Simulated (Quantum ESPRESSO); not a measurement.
# MnSe: cost and accuracy of the plane-wave cutoff

Aim: see how far moments and order energies of MnSe move with the plane-wave cutoff, and what each rung costs.

Program: Quantum ESPRESSO 7.5. Level of theory: LDA with U = 4 eV on Mn d (ortho-atomic projectors); plane waves with GBRV 1.5 LDA potentials, no spin-orbit coupling (settings of the first rung). Results are calculated unless marked as measured.

The database entry behind the starting cell differs from later determinations by our own check (about 0.4 % short), so it need not match the best structure at ambient conditions.

## 1. Starting point

It takes space group Fm-3m (No. 225, cubic). Conventional cell: a = 5.440 Å, b = 5.440 Å, c = 5.440 Å, α = 90.00°, β = 90.00°, γ = 90.00°. Nearest to Mn lie 6 Se at 2.72 Å. Nearest to Se lie 6 Mn at 2.72 Å. Farther neighbours and most contacts between anions are not listed.

The cell comes from the Crystallography Open Database.

## 2. Rung 1, start ferro +

pw.in

```
&CONTROL
  calculation = 'scf'
  prefix = 'pwscf'
  outdir = './tmp'
  pseudo_dir = './pseudo'
  disk_io = 'nowf'
  tprnfor = .true.
  tstress = .true.
/
&SYSTEM
  ibrav = 0
  nat = 2
  ntyp = 2
  ecutwfc = 18
  ecutrho = 126
  nbnd = 19
  occupations = 'smearing'
  smearing = 'fd'
  degauss = 0.00734986
  nspin = 2
  starting_magnetization(1) = 0.3
  starting_magnetization(2) = 0
/
&ELECTRONS
  conv_thr = 4d-09
  electron_maxstep = 150
  mixing_beta = 0.3
/
ATOMIC_SPECIES
Mn     54.9380 mn_lda_v1.5.uspp.F.UPF
Se     78.9710 se_lda_v1.uspp.F.UPF
CELL_PARAMETERS angstrom
   0.0000000000    2.7200000000    2.7200000000
   2.7200000000    0.0000000000    2.7200000000
   2.7200000000    2.7200000000    0.0000000000
ATOMIC_POSITIONS crystal
Mn      0.0000000000    0.0000000000    0.0000000000
Se      0.5000000000    0.5000000000    0.5000000000
K_POINTS automatic
8 8 8 0 0 0
HUBBARD {ortho-atomic}
U Mn-3d 4.0000
```

Command:

```console
$ OMP_NUM_THREADS=1 mpirun -n 2 pw.x -nk 2 -in pw.in > pw.out
```

The log of the run:

```text
Program PWSCF v.7.5 starts

     Message from routine setup:
     using ibrav=0 with symmetry is DISCOURAGED, use correct ibrav instead

     K-points division:     npool     =       2
     Subspace diagonalization in iterative solution of the eigenvalue problem:

     bravais-lattice index     =            0
     lattice parameter (alat)  =       7.2691  a.u.
     unit-cell volume          =     271.6022 (a.u.)^3
     number of atoms/cell      =            2
     number of atomic types    =            2
     number of electrons       =        21.00
     number of Kohn-Sham states=           19
     kinetic-energy cutoff     =      18.0000  Ry
     charge density cutoff     =     126.0000  Ry
     scf convergence threshold =      4.0E-09
     mixing beta               =       0.3000
     number of iterations used =            8  plain     mixing
     Exchange-correlation= SLA  PZ   NOGX NOGC
                           (   1   1   0   0   0   0   0)
     Hubbard projectors: ortho-atomic
     Hubbard parameters of DFT+U (Dudarev formulation) in eV:
     U(Mn-3d) =  4.0000

     Internal variables: lda_plus_u =T, lda_plus_u_kind = 0

     Internal variables: orbital_resolved =F, hub_pot_fix =F, apply_U = F

     celldm(1)=   7.269136  celldm(2)=   0.000000  celldm(3)=   0.000000
     celldm(4)=   0.000000  celldm(5)=   0.000000  celldm(6)=   0.000000

     crystal axes: (cart. coord. in units of alat)
               a(1) = (   0.000000   0.707107   0.707107 )
               a(2) = (   0.707107   0.000000   0.707107 )
               a(3) = (   0.707107   0.707107   0.000000 )

     reciprocal axes: (cart. coord. in units 2 pi/alat)
               b(1) = ( -0.707107  0.707107  0.707107 )
               b(2) = (  0.707107 -0.707107  0.707107 )
               b(3) = (  0.707107  0.707107 -0.707107 )

     PseudoPot. # 1 for Mn read from file:
     mn_lda_v1.5.uspp.F.UPF
     Pseudo is Ultrasoft + core correction, Zval = 15.0

     PseudoPot. # 2 for Se read from file:
     se_lda_v1.uspp.F.UPF
     Pseudo is Ultrasoft + core correction, Zval =  6.0

     atomic species   valence    mass     pseudopotential
     Mn               15.00    54.93800     Mn( 1.00)
     Se                6.00    78.97100     Se( 1.00)

     Starting magnetic structure
     atomic species   magnetization
     Mn              0.300
     Se              0.000

     48 Sym. Ops., with inversion, found

   Cartesian axes

     site n.     atom                  positions (alat units)
         1        Mn     tau(   1) = (   0.0000000   0.0000000   0.0000000  )
         2        Se     tau(   2) = (   0.7071068   0.7071068   0.7071068  )

     number of k points=    29  Fermi-Dirac smearing, width (Ry)=  0.0073
                       cart. coord. in units 2pi/alat
        k(    1) = (   0.0000000   0.0000000   0.0000000), wk =   0.0019531
        k(    2) = (   0.0883883   0.0883883  -0.0883883), wk =   0.0156250
        k(    3) = (   0.1767767   0.1767767  -0.1767767), wk =   0.0156250
        k(    4) = (   0.2651650   0.2651650  -0.2651650), wk =   0.0156250
        k(    5) = (  -0.3535534  -0.3535534   0.3535534), wk =   0.0078125
        [... 24 further k-points ...]

     Dense  grid:     6423 G-vectors     FFT dimensions: (  25,  25,  25)

     Smooth grid:     2741 G-vectors     FFT dimensions: (  20,  20,  20)

     Check: negative core charge=   -0.000298
     Generating pointlists ...
     new r_m :   0.2917 (alat units)  2.1203 (a.u.) for type    1
     new r_m :   0.2917 (alat units)  2.1203 (a.u.) for type    2

     Initial potential from superposition of free atoms

     starting charge      20.4999, renormalised to      21.0000

     STARTING HUBBARD OCCUPATIONS:

     =================== HUBBARD OCCUPATIONS ===================
     ------------------------ ATOM    1 ------------------------
     Tr[ns(  1)] (up, down, total) =   5.00000  0.00000  5.00000
     Atomic magnetic moment for atom   1 =   5.00000
     [... lines left out ...]
     Number of occupied Hubbard levels =    5.0000

     Atomic wfc used for Hubbard projectors are orthogonalized

     Starting wfcs are   17 randomized atomic wfcs +    2 random wfcs

     Self-consistent Calculation

     iteration #  1     ecut=    18.00 Ry     beta= 0.30
     Davidson diagonalization with overlap
     ethr =  1.00E-02,  avg # of iterations =  5.0

     =================== HUBBARD OCCUPATIONS ===================
     ------------------------ ATOM    1 ------------------------
     Tr[ns(  1)] (up, down, total) =   4.65884  0.13119  4.79004
     Atomic magnetic moment for atom   1 =   4.52765
     [... lines left out ...]
     Number of occupied Hubbard levels =    4.7900

     total energy              =    -251.76660668 Ry
     estimated scf accuracy    <       2.25385157 Ry

     total magnetization       =     4.92 Bohr mag/cell
     absolute magnetization    =     4.92 Bohr mag/cell

     iteration #  2     ecut=    18.00 Ry     beta= 0.30
     Davidson diagonalization with overlap
     ethr =  1.00E-02,  avg # of iterations =  1.8

     total energy              =    -252.10621231 Ry
     estimated scf accuracy    <       0.11135595 Ry

     total magnetization       =     5.00 Bohr mag/cell
     absolute magnetization    =     5.00 Bohr mag/cell

     [... further iterations left out ...]

     iteration # 10     ecut=    18.00 Ry     beta= 0.30
     Davidson diagonalization with overlap
     ethr =  2.69E-10,  avg # of iterations =  1.2

     negative rho (up, down):  0.000E+00 2.254E-03

     total energy              =    -252.10952983 Ry
     estimated scf accuracy    <          6.9E-09 Ry

     total magnetization       =     5.00 Bohr mag/cell
     absolute magnetization    =     5.00 Bohr mag/cell

     iteration # 11     ecut=    18.00 Ry     beta= 0.30
     Davidson diagonalization with overlap
     ethr =  3.29E-11,  avg # of iterations =  1.7

     negative rho (up, down):  0.000E+00 2.265E-03

     Magnetic moment per site  (integrated on atomic sphere of radius R)
     atom   1 (R=0.292)  charge= 13.3377  magn=  4.5046
     atom   2 (R=0.292)  charge=  4.4004  magn=  0.1406

     End of self-consistent calculation

     =================== HUBBARD OCCUPATIONS ===================
     ------------------------ ATOM    1 ------------------------
     Tr[ns(  1)] (up, down, total) =   4.93718  0.34129  5.27847
     Atomic magnetic moment for atom   1 =   4.59588
     [... lines left out ...]
     Number of occupied Hubbard levels =    5.2785

     [... lines left out ...]
     the Fermi energy is     9.4528 ev

!    total energy              =    -252.10953147 Ry
     estimated scf accuracy    <          3.2E-11 Ry
     smearing contrib. (-TS)   =      -0.00012820 Ry
     internal energy E=F+TS    =    -252.10940327 Ry

     The total energy is F=E-TS. E is the sum of the following terms:
     one-electron contribution =    -134.84129453 Ry
     hartree contribution      =      73.20968779 Ry
     xc contribution           =     -55.04646561 Ry
     ewald contribution        =    -135.48501961 Ry
     Hubbard energy            =       0.05368870 Ry

     total magnetization       =     5.00 Bohr mag/cell
     absolute magnetization    =     5.00 Bohr mag/cell

     convergence has been achieved in  11 iterations

     negative rho (up, down):  0.000E+00 2.265E-03

     Forces acting on atoms (cartesian axes, Ry/au):

     atom    1 type  1   force =    -0.00000000   -0.00000000    0.00000000
     atom    2 type  2   force =     0.00000000    0.00000000   -0.00000000

     Total force =     0.000000     Total SCF correction =     0.000000

     Computing stress (Cartesian axis) and pressure

     negative rho (up, down):  0.000E+00 2.265E-03
          total   stress  (Ry/bohr**3)                   (kbar)     P=    -4850.43
  -0.03297253  -0.00000000  -0.00000000        -4850.43       -0.00       -0.00
  -0.00000000  -0.03297253  -0.00000000           -0.00    -4850.43       -0.00
  -0.00000000  -0.00000000  -0.03297253           -0.00       -0.00    -4850.43

=------------------------------------------------------------------------------=
   JOB DONE.
=------------------------------------------------------------------------------=
```

It took 3.5 s on 2 MPI ranks of Intel Xeon 6975P-C (Granite Rapids), shared host; peak memory 0.14 GiB.

Spin moment in the atom's sphere by atom:

```csv
atom,spin moment in the atom's sphere (μB)
Mn1,4.50
Se2,0.14
```

Numbers from this step:

- magnetization: 5 μB
- final state: ferromagnetic

## 3. Rung 1, start antiferro q=(0,1/2,1/2) +-

The wavevector q is in fractions of the reciprocal vectors of the crystal's primitive cell, as the cells of these inputs are built from it; moments change sign between cells as cos(2π q·R).

pw.in

```
&CONTROL
  calculation = 'scf'
  prefix = 'pwscf'
  outdir = './tmp'
  pseudo_dir = './pseudo'
  disk_io = 'nowf'
  tprnfor = .true.
  tstress = .true.
/
&SYSTEM
  ibrav = 0
  nat = 4
  ntyp = 3
  ecutwfc = 18
  ecutrho = 126
  nbnd = 30
  occupations = 'smearing'
  smearing = 'fd'
  degauss = 0.00734986
  nspin = 2
  starting_magnetization(1) = 0.3
  starting_magnetization(2) = -0.3
  starting_magnetization(3) = 0
/
&ELECTRONS
  conv_thr = 8d-09
  electron_maxstep = 150
  mixing_beta = 0.3
/
ATOMIC_SPECIES
Mn1    54.9380 mn_lda_v1.5.uspp.F.UPF
Mn2    54.9380 mn_lda_v1.5.uspp.F.UPF
Se     78.9710 se_lda_v1.uspp.F.UPF
CELL_PARAMETERS angstrom
   0.0000000000    2.7200000000    2.7200000000
   5.4400000000    0.0000000000    5.4400000000
   5.4400000000    2.7200000000    2.7200000000
ATOMIC_POSITIONS crystal
Mn1     0.0000000000    0.0000000000    0.0000000000
Mn2     0.0000000000    0.5000000000    0.0000000000
Se      0.5000000000    0.0000000000    0.5000000000
Se      0.5000000000    0.5000000000    0.5000000000
K_POINTS automatic
8 4 8 0 0 0
HUBBARD {ortho-atomic}
U Mn1-3d 4.0000
U Mn2-3d 4.0000
```

The log of the run:

```text
     [... lines left out ...]
Program PWSCF v.7.5 starts
     [... lines left out ...]
     number of atoms/cell      =            4
     [... lines left out ...]
     number of electrons       =        42.00
     number of Kohn-Sham states=           30
     kinetic-energy cutoff     =      18.0000  Ry
     charge density cutoff     =     126.0000  Ry
     scf convergence threshold =      8.0E-09
     [... lines left out ...]
     16 Sym. Ops., with inversion, found
     [... lines left out ...]
     number of k points=    39  Fermi-Dirac smearing, width (Ry)=  0.0073
     [... lines left out ...]
     iteration # 12     ecut=    18.00 Ry     beta= 0.30
     [... lines left out ...]
     Magnetic moment per site  (integrated on atomic sphere of radius R)
     atom   1 (R=0.292)  charge= 13.3449  magn=  4.4517
     atom   2 (R=0.292)  charge= 13.3449  magn= -4.4517
     atom   3 (R=0.292)  charge=  4.3948  magn= -0.0418
     atom   4 (R=0.292)  charge=  4.3948  magn=  0.0418
     [... lines left out ...]
     Tr[ns(  1)] (up, down, total) =   4.92991  0.36842  5.29833
     [... lines left out ...]
     Tr[ns(  2)] (up, down, total) =   0.36842  4.92991  5.29833
     [... lines left out ...]
     the Fermi energy is     9.3937 ev
!    total energy              =    -504.22943554 Ry
     estimated scf accuracy    <          2.4E-09 Ry
     smearing contrib. (-TS)   =      -0.00016932 Ry
     [... lines left out ...]
     total magnetization       =     0.00 Bohr mag/cell
     absolute magnetization    =     9.54 Bohr mag/cell
     convergence has been achieved in  12 iterations
     [... lines left out ...]
     Total force =     0.000000     Total SCF correction =     0.000000
     [... lines left out ...]
          total   stress  (Ry/bohr**3)                   (kbar)     P=    -4842.29
     [... lines left out ...]
```

It took 23 s on 2 MPI ranks; peak memory 0.21 GiB.

Spin moment in the atom's sphere by atom:

```csv
atom,spin moment in the atom's sphere (μB)
Mn1,4.45
Mn2,-4.45
Se3,-0.04
Se4,0.04
```

Read from the output:

| Property | Result |
| --- | --- |
| magnetization | 0 μB |
| final state | antiferromagnetic |

## 4. Rung 2, start ferro +

pw.in

```
&CONTROL
  calculation = 'scf'
  prefix = 'pwscf'
  outdir = './tmp'
  pseudo_dir = './pseudo'
  disk_io = 'nowf'
  tprnfor = .true.
  tstress = .true.
/
&SYSTEM
  ibrav = 0
  nat = 2
  ntyp = 2
  ecutwfc = 24
  ecutrho = 168
  nbnd = 19
  occupations = 'smearing'
  smearing = 'fd'
  degauss = 0.00734986
  nspin = 2
  starting_magnetization(1) = 0.3
  starting_magnetization(2) = 0
/
&ELECTRONS
  conv_thr = 4d-09
  electron_maxstep = 150
  mixing_beta = 0.3
/
ATOMIC_SPECIES
Mn     54.9380 mn_lda_v1.5.uspp.F.UPF
Se     78.9710 se_lda_v1.uspp.F.UPF
CELL_PARAMETERS angstrom
   0.0000000000    2.7200000000    2.7200000000
   2.7200000000    0.0000000000    2.7200000000
   2.7200000000    2.7200000000    0.0000000000
ATOMIC_POSITIONS crystal
Mn      0.0000000000    0.0000000000    0.0000000000
Se      0.5000000000    0.5000000000    0.5000000000
K_POINTS automatic
8 8 8 0 0 0
HUBBARD {ortho-atomic}
U Mn-3d 4.0000
```

The log of the run:

```text
     [... lines left out ...]
Program PWSCF v.7.5 starts
     [... lines left out ...]
     number of atoms/cell      =            2
     [... lines left out ...]
     number of electrons       =        21.00
     number of Kohn-Sham states=           19
     kinetic-energy cutoff     =      24.0000  Ry
     charge density cutoff     =     168.0000  Ry
     scf convergence threshold =      4.0E-09
     [... lines left out ...]
     48 Sym. Ops., with inversion, found
     [... lines left out ...]
     number of k points=    29  Fermi-Dirac smearing, width (Ry)=  0.0073
     [... lines left out ...]
     iteration #  9     ecut=    24.00 Ry     beta= 0.30
     [... lines left out ...]
     Magnetic moment per site  (integrated on atomic sphere of radius R)
     atom   1 (R=0.292)  charge= 13.3173  magn=  4.5251
     atom   2 (R=0.292)  charge=  4.4028  magn=  0.1109
     [... lines left out ...]
     Tr[ns(  1)] (up, down, total) =   4.97366  0.29434  5.26801
     [... lines left out ...]
     the Fermi energy is     9.5146 ev
!    total energy              =    -254.05413646 Ry
     estimated scf accuracy    <          2.2E-09 Ry
     smearing contrib. (-TS)   =      -0.00017178 Ry
     [... lines left out ...]
     total magnetization       =     5.00 Bohr mag/cell
     absolute magnetization    =     5.00 Bohr mag/cell
     convergence has been achieved in   9 iterations
     [... lines left out ...]
     Total force =     0.000000     Total SCF correction =     0.000000
     [... lines left out ...]
          total   stress  (Ry/bohr**3)                   (kbar)     P=     -887.19
     [... lines left out ...]
```

The job ended after 6.4 s (2 MPI ranks; peak memory 0.17 GiB).

Read from the output:

```
magnetization  : 5 μB
final state    : ferromagnetic
largest moment : 4.525 μB
```

## 5. Rung 2, start antiferro q=(0,1/2,1/2) +-

pw.in

```
&CONTROL
  calculation = 'scf'
  prefix = 'pwscf'
  outdir = './tmp'
  pseudo_dir = './pseudo'
  disk_io = 'nowf'
  tprnfor = .true.
  tstress = .true.
/
&SYSTEM
  ibrav = 0
  nat = 4
  ntyp = 3
  ecutwfc = 24
  ecutrho = 168
  nbnd = 30
  occupations = 'smearing'
  smearing = 'fd'
  degauss = 0.00734986
  nspin = 2
  starting_magnetization(1) = 0.3
  starting_magnetization(2) = -0.3
  starting_magnetization(3) = 0
/
&ELECTRONS
  conv_thr = 8d-09
  electron_maxstep = 150
  mixing_beta = 0.3
/
ATOMIC_SPECIES
Mn1    54.9380 mn_lda_v1.5.uspp.F.UPF
Mn2    54.9380 mn_lda_v1.5.uspp.F.UPF
Se     78.9710 se_lda_v1.uspp.F.UPF
CELL_PARAMETERS angstrom
   0.0000000000    2.7200000000    2.7200000000
   5.4400000000    0.0000000000    5.4400000000
   5.4400000000    2.7200000000    2.7200000000
ATOMIC_POSITIONS crystal
Mn1     0.0000000000    0.0000000000    0.0000000000
Mn2     0.0000000000    0.5000000000    0.0000000000
Se      0.5000000000    0.0000000000    0.5000000000
Se      0.5000000000    0.5000000000    0.5000000000
K_POINTS automatic
8 4 8 0 0 0
HUBBARD {ortho-atomic}
U Mn1-3d 4.0000
U Mn2-3d 4.0000
```

The log of the run:

```text
     [... lines left out ...]
Program PWSCF v.7.5 starts
     [... lines left out ...]
     number of atoms/cell      =            4
     [... lines left out ...]
     number of electrons       =        42.00
     number of Kohn-Sham states=           30
     kinetic-energy cutoff     =      24.0000  Ry
     charge density cutoff     =     168.0000  Ry
     scf convergence threshold =      8.0E-09
     [... lines left out ...]
     16 Sym. Ops., with inversion, found
     [... lines left out ...]
     number of k points=    39  Fermi-Dirac smearing, width (Ry)=  0.0073
     [... lines left out ...]
     iteration # 10     ecut=    24.00 Ry     beta= 0.30
     [... lines left out ...]
     Magnetic moment per site  (integrated on atomic sphere of radius R)
     atom   1 (R=0.292)  charge= 13.3180  magn=  4.4963
     atom   2 (R=0.292)  charge= 13.3180  magn= -4.4963
     atom   3 (R=0.292)  charge=  4.4004  magn= -0.0343
     atom   4 (R=0.292)  charge=  4.4004  magn=  0.0343
     [... lines left out ...]
     Tr[ns(  1)] (up, down, total) =   4.97079  0.30460  5.27539
     [... lines left out ...]
     Tr[ns(  2)] (up, down, total) =   0.30460  4.97079  5.27539
     [... lines left out ...]
     the Fermi energy is     9.4721 ev
!    total energy              =    -508.10970707 Ry
     estimated scf accuracy    <          6.5E-09 Ry
     smearing contrib. (-TS)   =      -0.00020950 Ry
     [... lines left out ...]
     total magnetization       =     0.00 Bohr mag/cell
     absolute magnetization    =     9.65 Bohr mag/cell
     convergence has been achieved in  10 iterations
     [... lines left out ...]
     Total force =     0.000000     Total SCF correction =     0.000000
     [... lines left out ...]
          total   stress  (Ry/bohr**3)                   (kbar)     P=     -891.55
     [... lines left out ...]
```

Run time: 29 s. Hardware: 2 MPI ranks; peak memory 0.27 GiB; 57 s of CPU time.

This step gave:

```yaml
magnetization: 0 μB
final_state: antiferromagnetic
largest_moment: 4.496 μB
```

(Continued in part 2 of 3.)

[Logs and program files are shortened in this print: banners, set-up blocks, solver, clock and traceback lines can be left out without a mark of their own.]

[Logs are printed without paths, hosts, clocks, repeated set-up lines and the standing remarks that a program may print on its own settings, such as how far it seeks lower states.]

[Hosts, paths, dates, database ids (printed as entryN), source tags and the programs' standing remarks are cut or masked in the printed files.]

[Where a cell is said to come from a database of computed structures, the database is the Materials Project.]
